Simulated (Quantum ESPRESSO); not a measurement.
# Ni3Pt: orders under biaxial strain

Wanted: the trend of the moments of Ni3Pt with biaxial strain.

Calculated with Quantum ESPRESSO 7.5; PBEsol; plane waves with GBRV 1.5 PBEsol potentials, no spin-orbit coupling.

### Step 1. Starting point

The structure is cubic, space group Pm-3m (No. 221). Conventional cell: a = 3.625 Å, b = 3.625 Å, c = 3.625 Å, α = 90.00°, β = 90.00°, γ = 90.00°. Ni has 8 Ni at 2.56 Å and 4 Pt at 2.56 Å nearest. Nearest to Pt lie 12 Ni at 2.56 Å. Farther neighbours are not listed.

The cell comes from Materials Project 2023-11-01, a database of computed structures, and need not be the stable phase.

### Step 2. Biaxial 0.94, ferro +++

Lengths in the Cartesian xy plane scale by the factor; z is kept. Atoms keep their fractional places. Seeded atoms are those given a starting moment.

Input file pw.in:

```
&CONTROL
  calculation = 'scf'
  prefix = 'pwscf'
  outdir = './tmp'
  pseudo_dir = './pseudo'
  disk_io = 'nowf'
  tprnfor = .true.
  tstress = .true.
/
&SYSTEM
  ibrav = 0
  nat = 4
  ntyp = 2
  ecutwfc = 40
  ecutrho = 280
  nbnd = 46
  occupations = 'smearing'
  smearing = 'fd'
  degauss = 0.00999582
  nspin = 2
  starting_magnetization(1) = 0.0556
  starting_magnetization(2) = 0
/
&ELECTRONS
  conv_thr = 8d-09
  electron_maxstep = 150
  mixing_beta = 0.3
/
ATOMIC_SPECIES
Ni     58.6934 ni_pbesol_v1.4.uspp.F.UPF
Pt    195.0840 pt_pbesol_v1.4.uspp.F.UPF
CELL_PARAMETERS angstrom
   3.4070927826    0.0000000000    0.0000000000
   0.0000000000    3.4070927826    0.0000000000
   0.0000000000    0.0000000000    3.6245667900
ATOMIC_POSITIONS crystal
Ni      0.5000000000    0.0000000000    0.5000000000
Ni      0.0000000000    0.5000000000    0.5000000000
Ni      0.5000000000    0.5000000000    0.0000000000
Pt      0.0000000000    0.0000000000    0.0000000000
K_POINTS automatic
8 8 8 0 0 0
```

The run is started by

```bash
$ OMP_NUM_THREADS=1 mpirun -n 2 pw.x -nk 2 -in pw.in > pw.out
```

The program printed:

```text
Program PWSCF v.7.5 starts

     Message from routine setup:
     using ibrav=0 with symmetry is DISCOURAGED, use correct ibrav instead

     K-points division:     npool     =       2
     Subspace diagonalization in iterative solution of the eigenvalue problem:

     bravais-lattice index     =            0
     lattice parameter (alat)  =       6.4385  a.u.
     unit-cell volume          =     283.9361 (a.u.)^3
     number of atoms/cell      =            4
     number of atomic types    =            2
     number of electrons       =        70.00
     number of Kohn-Sham states=           46
     kinetic-energy cutoff     =      40.0000  Ry
     charge density cutoff     =     280.0000  Ry
     scf convergence threshold =      8.0E-09
     mixing beta               =       0.3000
     number of iterations used =            8  plain     mixing
     Exchange-correlation= SLA  PW   PSX  PSC
                           (   1   4  10   8   0   0   0)

     celldm(1)=   6.438472  celldm(2)=   0.000000  celldm(3)=   0.000000
     celldm(4)=   0.000000  celldm(5)=   0.000000  celldm(6)=   0.000000

     crystal axes: (cart. coord. in units of alat)
               a(1) = (   1.000000   0.000000   0.000000 )
               a(2) = (   0.000000   1.000000   0.000000 )
               a(3) = (   0.000000   0.000000   1.063830 )

     reciprocal axes: (cart. coord. in units 2 pi/alat)
               b(1) = (  1.000000  0.000000  0.000000 )
               b(2) = (  0.000000  1.000000  0.000000 )
               b(3) = (  0.000000  0.000000  0.940000 )

     PseudoPot. # 1 for Ni read from file:
     ni_pbesol_v1.4.uspp.F.UPF
     Pseudo is Ultrasoft + core correction, Zval = 18.0

     PseudoPot. # 2 for Pt read from file:
     pt_pbesol_v1.4.uspp.F.UPF
     Pseudo is Ultrasoft + core correction, Zval = 16.0

     atomic species   valence    mass     pseudopotential
     Ni               18.00    58.69340     Ni( 1.00)
     Pt               16.00   195.08400     Pt( 1.00)

     Starting magnetic structure
     atomic species   magnetization
     Ni              0.056
     Pt              0.000

     16 Sym. Ops., with inversion, found

   Cartesian axes

     site n.     atom                  positions (alat units)
         1        Ni     tau(   1) = (   0.5000000   0.0000000   0.5319149  )
         2        Ni     tau(   2) = (   0.0000000   0.5000000   0.5319149  )
         3        Ni     tau(   3) = (   0.5000000   0.5000000   0.0000000  )
         4        Pt     tau(   4) = (   0.0000000   0.0000000   0.0000000  )

     number of k points=    75  Fermi-Dirac smearing, width (Ry)=  0.0100
                       cart. coord. in units 2pi/alat
        k(    1) = (   0.0000000   0.0000000   0.0000000), wk =   0.0019531
        k(    2) = (   0.0000000   0.0000000   0.1175000), wk =   0.0039062
        k(    3) = (   0.0000000   0.0000000   0.2350000), wk =   0.0039062
        k(    4) = (   0.0000000   0.0000000   0.3525000), wk =   0.0039062
        k(    5) = (   0.0000000   0.0000000  -0.4700000), wk =   0.0019531
        [... 70 further k-points ...]

     Dense  grid:    22457 G-vectors     FFT dimensions: (  36,  36,  40)

     Smooth grid:     9647 G-vectors     FFT dimensions: (  25,  25,  27)

     Check: negative core charge=   -0.000014
     Generating pointlists ...
     new r_m :   0.2917 (alat units)  1.8780 (a.u.) for type    1
     new r_m :   0.2917 (alat units)  1.8780 (a.u.) for type    2

     Initial potential from superposition of free atoms

     starting charge      63.5000, renormalised to      70.0000

     negative rho (up, down):  9.833E-02 9.833E-02
     Starting wfcs are   51 randomized atomic wfcs

     Self-consistent Calculation

     iteration #  1     ecut=    40.00 Ry     beta= 0.30
     Davidson diagonalization with overlap
     ethr =  1.00E-02,  avg # of iterations =  4.0

     negative rho (up, down):  9.329E-02 9.309E-02

     total energy              =   -1222.37689927 Ry
     estimated scf accuracy    <      75.44273087 Ry

     total magnetization       =     1.04 Bohr mag/cell
     absolute magnetization    =     1.11 Bohr mag/cell

     iteration #  2     ecut=    40.00 Ry     beta= 0.30
     Davidson diagonalization with overlap
     ethr =  1.00E-02,  avg # of iterations =  3.0

     negative rho (up, down):  8.784E-02 8.766E-02

     total energy              =   -1235.27301347 Ry
     estimated scf accuracy    <      33.22602836 Ry

     total magnetization       =     0.15 Bohr mag/cell
     absolute magnetization    =     0.21 Bohr mag/cell

     [... further iterations left out ...]

     iteration # 16     ecut=    40.00 Ry     beta= 0.30
     Davidson diagonalization with overlap
     ethr =  9.72E-11,  avg # of iterations =  2.2

     negative rho (up, down):  8.443E-02 8.248E-02

     total energy              =   -1239.80641148 Ry
     estimated scf accuracy    <       0.00000002 Ry

     total magnetization       =     1.60 Bohr mag/cell
     absolute magnetization    =     1.74 Bohr mag/cell

     iteration # 17     ecut=    40.00 Ry     beta= 0.30
     Davidson diagonalization with overlap
     ethr =  3.02E-11,  avg # of iterations =  2.1

     negative rho (up, down):  8.443E-02 8.248E-02

     Magnetic moment per site  (integrated on atomic sphere of radius R)
     atom   1 (R=0.292)  charge= 16.6474  magn=  0.5006
     atom   2 (R=0.292)  charge= 16.6474  magn=  0.5006
     atom   3 (R=0.292)  charge= 16.6805  magn=  0.4417
     atom   4 (R=0.292)  charge= 12.9032  magn=  0.2130

     End of self-consistent calculation

     Number of k-points >= 100: set verbosity='high' to print the bands.

     the Fermi energy is    22.4921 ev

!    total energy              =   -1239.80641151 Ry
     estimated scf accuracy    <          4.4E-09 Ry
     smearing contrib. (-TS)   =      -0.02704113 Ry
     internal energy E=F+TS    =   -1239.77937038 Ry

     The total energy is F=E-TS. E is the sum of the following terms:
     one-electron contribution =    -558.71104979 Ry
     hartree contribution      =     337.13282563 Ry
     xc contribution           =    -162.72510490 Ry
     ewald contribution        =    -855.47604132 Ry

     total magnetization       =     1.60 Bohr mag/cell
     absolute magnetization    =     1.74 Bohr mag/cell

     convergence has been achieved in  17 iterations

     negative rho (up, down):  8.443E-02 8.248E-02

     Forces acting on atoms (cartesian axes, Ry/au):

     atom    1 type  1   force =     0.00000000    0.00000000    0.00000000
     atom    2 type  1   force =     0.00000000    0.00000000    0.00000000
     atom    3 type  1   force =     0.00000000    0.00000000    0.00000000
     atom    4 type  2   force =     0.00000000    0.00000000    0.00000000

     Total force =     0.000000     Total SCF correction =     0.000000

     Computing stress (Cartesian axis) and pressure

     negative rho (up, down):  8.443E-02 8.248E-02
          total   stress  (Ry/bohr**3)                   (kbar)     P=      265.48
   0.00209629   0.00000000   0.00000000          308.37        0.00        0.00
   0.00000000   0.00209629   0.00000000            0.00      308.37        0.00
   0.00000000   0.00000000   0.00122150            0.00        0.00      179.69

=------------------------------------------------------------------------------=
   JOB DONE.
=------------------------------------------------------------------------------=
```

Wall time 2.1 min (2 MPI ranks of Intel Xeon Platinum 8259CL at 2.50GHz (Skylake/Cascade Lake), shared host); peak memory 0.34 GiB; 4.2 min of CPU time.

Spin moment in the atom's sphere by atom:

```csv
atom,spin moment in the atom's sphere (μB)
Ni1,0.501
Ni2,0.501
Ni3,0.442
Pt4,0.213
```

Numbers from this step:

```yaml
smearing_term_ts: 0.3679 eV
pressure: 26.55 GPa
magnetization: 1.596 μB
absolute_magnetization: 1.743 μB
final_state: ferromagnetic
```

### Step 3. Biaxial 0.94, ferri ++-

Input file pw.in:

```
&CONTROL
  calculation = 'scf'
  prefix = 'pwscf'
  outdir = './tmp'
  pseudo_dir = './pseudo'
  disk_io = 'nowf'
  tprnfor = .true.
  tstress = .true.
/
&SYSTEM
  ibrav = 0
  nat = 4
  ntyp = 3
  ecutwfc = 40
  ecutrho = 280
  nbnd = 45
  occupations = 'smearing'
  smearing = 'fd'
  degauss = 0.00999582
  nspin = 2
  starting_magnetization(1) = 0.0556
  starting_magnetization(2) = -0.0556
  starting_magnetization(3) = 0
/
&ELECTRONS
  conv_thr = 8d-09
  electron_maxstep = 150
  mixing_beta = 0.3
/
ATOMIC_SPECIES
Ni1    58.6934 ni_pbesol_v1.4.uspp.F.UPF
Ni2    58.6934 ni_pbesol_v1.4.uspp.F.UPF
Pt    195.0840 pt_pbesol_v1.4.uspp.F.UPF
CELL_PARAMETERS angstrom
   3.4070927826    0.0000000000    0.0000000000
   0.0000000000    3.4070927826    0.0000000000
   0.0000000000    0.0000000000    3.6245667900
ATOMIC_POSITIONS crystal
Ni1     0.5000000000    0.0000000000    0.5000000000
Ni1     0.0000000000    0.5000000000    0.5000000000
Ni2     0.5000000000    0.5000000000    0.0000000000
Pt      0.0000000000    0.0000000000    0.0000000000
K_POINTS automatic
8 8 8 0 0 0
```

The program printed:

```text
     [... lines left out ...]
Program PWSCF v.7.5 starts
     [... lines left out ...]
     number of atoms/cell      =            4
     [... lines left out ...]
     number of electrons       =        70.00
     number of Kohn-Sham states=           45
     kinetic-energy cutoff     =      40.0000  Ry
     charge density cutoff     =     280.0000  Ry
     scf convergence threshold =      8.0E-09
     [... lines left out ...]
     16 Sym. Ops., with inversion, found
     [... lines left out ...]
     number of k points=    75  Fermi-Dirac smearing, width (Ry)=  0.0100
     [... lines left out ...]
     iteration # 21     ecut=    40.00 Ry     beta= 0.30
     [... lines left out ...]
     Magnetic moment per site  (integrated on atomic sphere of radius R)
     atom   1 (R=0.292)  charge= 16.6474  magn=  0.5004
     atom   2 (R=0.292)  charge= 16.6474  magn=  0.5004
     atom   3 (R=0.292)  charge= 16.6805  magn=  0.4418
     atom   4 (R=0.292)  charge= 12.9032  magn=  0.2129
     [... lines left out ...]
     the Fermi energy is    22.4921 ev
!    total energy              =   -1239.80641151 Ry
     estimated scf accuracy    <          3.3E-09 Ry
     smearing contrib. (-TS)   =      -0.02704415 Ry
     [... lines left out ...]
     total magnetization       =     1.60 Bohr mag/cell
     absolute magnetization    =     1.74 Bohr mag/cell
     convergence has been achieved in  21 iterations
     [... lines left out ...]
     Total force =     0.000000     Total SCF correction =     0.000000
     [... lines left out ...]
          total   stress  (Ry/bohr**3)                   (kbar)     P=      265.40
     [... lines left out ...]
```

Elapsed: 2.8 min, on 2 MPI ranks; peak memory 0.34 GiB.

Spin moment in the atom's sphere by atom:

```
atom  spin moment in the atom's sphere (μB)
 Ni1                                  0.500
 Ni2                                  0.500
 Ni3                                  0.442
 Pt4                                  0.213
```

This step gave:

- smearing term TS: 0.3680 eV
- pressure: 26.54 GPa
- magnetization: 1.595 μB
- absolute magnetization: 1.743 μB
- final state: ferromagnetic

The typed signs were not kept.

### Step 4. Biaxial 0.94, no spin polarisation

Input file pw.in:

```
&CONTROL
  calculation = 'scf'
  prefix = 'pwscf'
  outdir = './tmp'
  pseudo_dir = './pseudo'
  disk_io = 'nowf'
  tprnfor = .true.
  tstress = .true.
/
&SYSTEM
  ibrav = 0
  nat = 4
  ntyp = 2
  ecutwfc = 40
  ecutrho = 280
  nbnd = 45
  occupations = 'smearing'
  smearing = 'fd'
  degauss = 0.00999582
/
&ELECTRONS
  conv_thr = 8d-09
  electron_maxstep = 150
  mixing_beta = 0.3
/
ATOMIC_SPECIES
Ni     58.6934 ni_pbesol_v1.4.uspp.F.UPF
Pt    195.0840 pt_pbesol_v1.4.uspp.F.UPF
CELL_PARAMETERS angstrom
   3.4070927826    0.0000000000    0.0000000000
   0.0000000000    3.4070927826    0.0000000000
   0.0000000000    0.0000000000    3.6245667900
ATOMIC_POSITIONS crystal
Ni      0.5000000000    0.0000000000    0.5000000000
Ni      0.0000000000    0.5000000000    0.5000000000
Ni      0.5000000000    0.5000000000    0.0000000000
Pt      0.0000000000    0.0000000000    0.0000000000
K_POINTS automatic
8 8 8 0 0 0
```

The program printed:

```text
     [... lines left out ...]
Program PWSCF v.7.5 starts
     [... lines left out ...]
     number of atoms/cell      =            4
     [... lines left out ...]
     number of electrons       =        70.00
     number of Kohn-Sham states=           45
     kinetic-energy cutoff     =      40.0000  Ry
     charge density cutoff     =     280.0000  Ry
     scf convergence threshold =      8.0E-09
     [... lines left out ...]
     16 Sym. Ops., with inversion, found
     [... lines left out ...]
     number of k points=    75  Fermi-Dirac smearing, width (Ry)=  0.0100
     [... lines left out ...]
     iteration # 13     ecut=    40.00 Ry     beta= 0.30
     [... lines left out ...]
     the Fermi energy is    22.4520 ev
!    total energy              =   -1239.80533963 Ry
     estimated scf accuracy    <          4.3E-09 Ry
     smearing contrib. (-TS)   =      -0.03154486 Ry
     [... lines left out ...]
     convergence has been achieved in  13 iterations
     [... lines left out ...]
     Total force =     0.000000     Total SCF correction =     0.000000
     [... lines left out ...]
          total   stress  (Ry/bohr**3)                   (kbar)     P=      256.08
     [... lines left out ...]
```

Elapsed: 52 s, on 2 MPI ranks; peak memory 0.26 GiB; 1.7 min of CPU time.

This step gave:

- smearing term TS: 0.4292 eV
- pressure: 25.61 GPa
- final state: non-magnetic (no spin polarisation)

### Step 5. Biaxial 1.04, no spin polarisation

pw.in: that of step 4 with these lines changed.

```diff
@@ -29,4 +29,4 @@
 CELL_PARAMETERS angstrom
-   3.4070927826    0.0000000000    0.0000000000
-   0.0000000000    3.4070927826    0.0000000000
+   3.7695494616    0.0000000000    0.0000000000
+   0.0000000000    3.7695494616    0.0000000000
    0.0000000000    0.0000000000    3.6245667900
```

The program printed:

```text
     [... lines left out ...]
Program PWSCF v.7.5 starts
     [... lines left out ...]
     number of atoms/cell      =            4
     [... lines left out ...]
     number of electrons       =        70.00
     number of Kohn-Sham states=           45
     kinetic-energy cutoff     =      40.0000  Ry
     charge density cutoff     =     280.0000  Ry
     scf convergence threshold =      8.0E-09
     [... lines left out ...]
     16 Sym. Ops., with inversion, found
     [... lines left out ...]
     number of k points=    75  Fermi-Dirac smearing, width (Ry)=  0.0100
     [... lines left out ...]
     iteration # 15     ecut=    40.00 Ry     beta= 0.30
     [... lines left out ...]
     the Fermi energy is    17.2873 ev
!    total energy              =   -1239.81305216 Ry
     estimated scf accuracy    <          1.7E-09 Ry
     smearing contrib. (-TS)   =      -0.03919807 Ry
     [... lines left out ...]
     convergence has been achieved in  15 iterations
     [... lines left out ...]
     Total force =     0.000000     Total SCF correction =     0.000000
     [... lines left out ...]
          total   stress  (Ry/bohr**3)                   (kbar)     P=     -240.33
     [... lines left out ...]
```

Wall time 96 s (2 MPI ranks); peak memory 0.28 GiB.

Read from the output:

| Item | Value |
| --- | --- |
| smearing term TS | 0.5333 eV |
| pressure | -24.03 GPa |
| final state | non-magnetic (no spin polarisation) |

### Step 6. The series

The runs not shown differ from these in the moved quantity alone.

States, by row:

```
biaxial      ferro +++      ferri ++-  no spin polarisation
   0.94  ferromagnetic  ferromagnetic          non-magnetic
   0.96  ferromagnetic  ferromagnetic          non-magnetic
   0.98  ferromagnetic  ferromagnetic          non-magnetic
      1  ferromagnetic   non-magnetic          non-magnetic
   1.02  ferromagnetic              -          non-magnetic
   1.04  ferromagnetic              -          non-magnetic
   1.06  ferromagnetic              -                     -
```

Table of largest site moment by biaxial:

```csv
biaxial (factor),ferro +++ (μB),ferri ++- (μB)
0.9400,0.501,0.500
0.9600,0.571,0.571
0.9800,0.626,0.626
1.0000,0.671,1.0e-4
1.0200,0.721,-
1.0400,0.760,-
1.0600,0.790,-
```

The energy less that of the parallel start by biaxial; values in meV a seeded atom:

| biaxial (factor) | ferri ++- | no spin polarisation |
| --- | --- | --- |
| 0.9400 | 0 | 4.86 |
| 0.9600 | 0 | 9.01 |
| 0.9800 | 0 | 13.7 |
| 1.0000 | 18.8 | 18.8 |
| 1.0200 | - | 23.9 |
| 1.0400 | - | 28.9 |
| 1.0600 | - | - |

Energy over the lowest against biaxial; values in meV an atom:

| biaxial (factor) | ferro +++ | ferri ++- | no spin polarisation |
| --- | --- | --- | --- |
| 0.9400 | 119 | 119 | 122 |
| 0.9600 | 39.8 | 39.8 | 46.5 |
| 0.9800 | 2.80 | 2.80 | 13.1 |
| 1.0000 | 0 | 14.1 | 14.1 |
| 1.0200 | 25.7 | - | 43.6 |
| 1.0400 | 74.5 | - | 96.1 |
| 1.0600 | 142 | - | - |

### Step 7. What came out

- moment, parallel start: 0.501 to 0.790 μB
- states met from these starts: ferromagnetic and non-magnetic

**Reading.** The moment of the parallel start goes from 0.501 μB at 0.94 to 0.790 μB at 1.06. The net moment of the cell goes from 1.60 to 2.53 μB. The radius of the spheres follows the nearest distance, so part of the change of the site moments is the spheres'. Some or all runs of the second start lost their moments or typed signs, and their energies are those of the state reached. The largest moment of the start ferri ++- lies between 1.0e-4 and 0.626 μB. Dashes mark runs that did not finish or were not started for lack of time. Energies are free energies at an electronic temperature of 1580 K, which lowers moments and differences where the moments are itinerant.

[Logs and program files are shortened in this print: banners, set-up blocks, solver, clock and traceback lines can be left out without a mark of their own.]

[Logs are printed without paths, hosts, clocks, repeated set-up lines and the standing remarks that a program may print on its own settings, such as how far it seeks lower states.]

[Hosts, paths, dates, database ids (printed as entryN), source tags and the programs' standing remarks are cut or masked in the printed files.]

[Where a cell is said to come from a database of computed structures, the database is the Materials Project.]
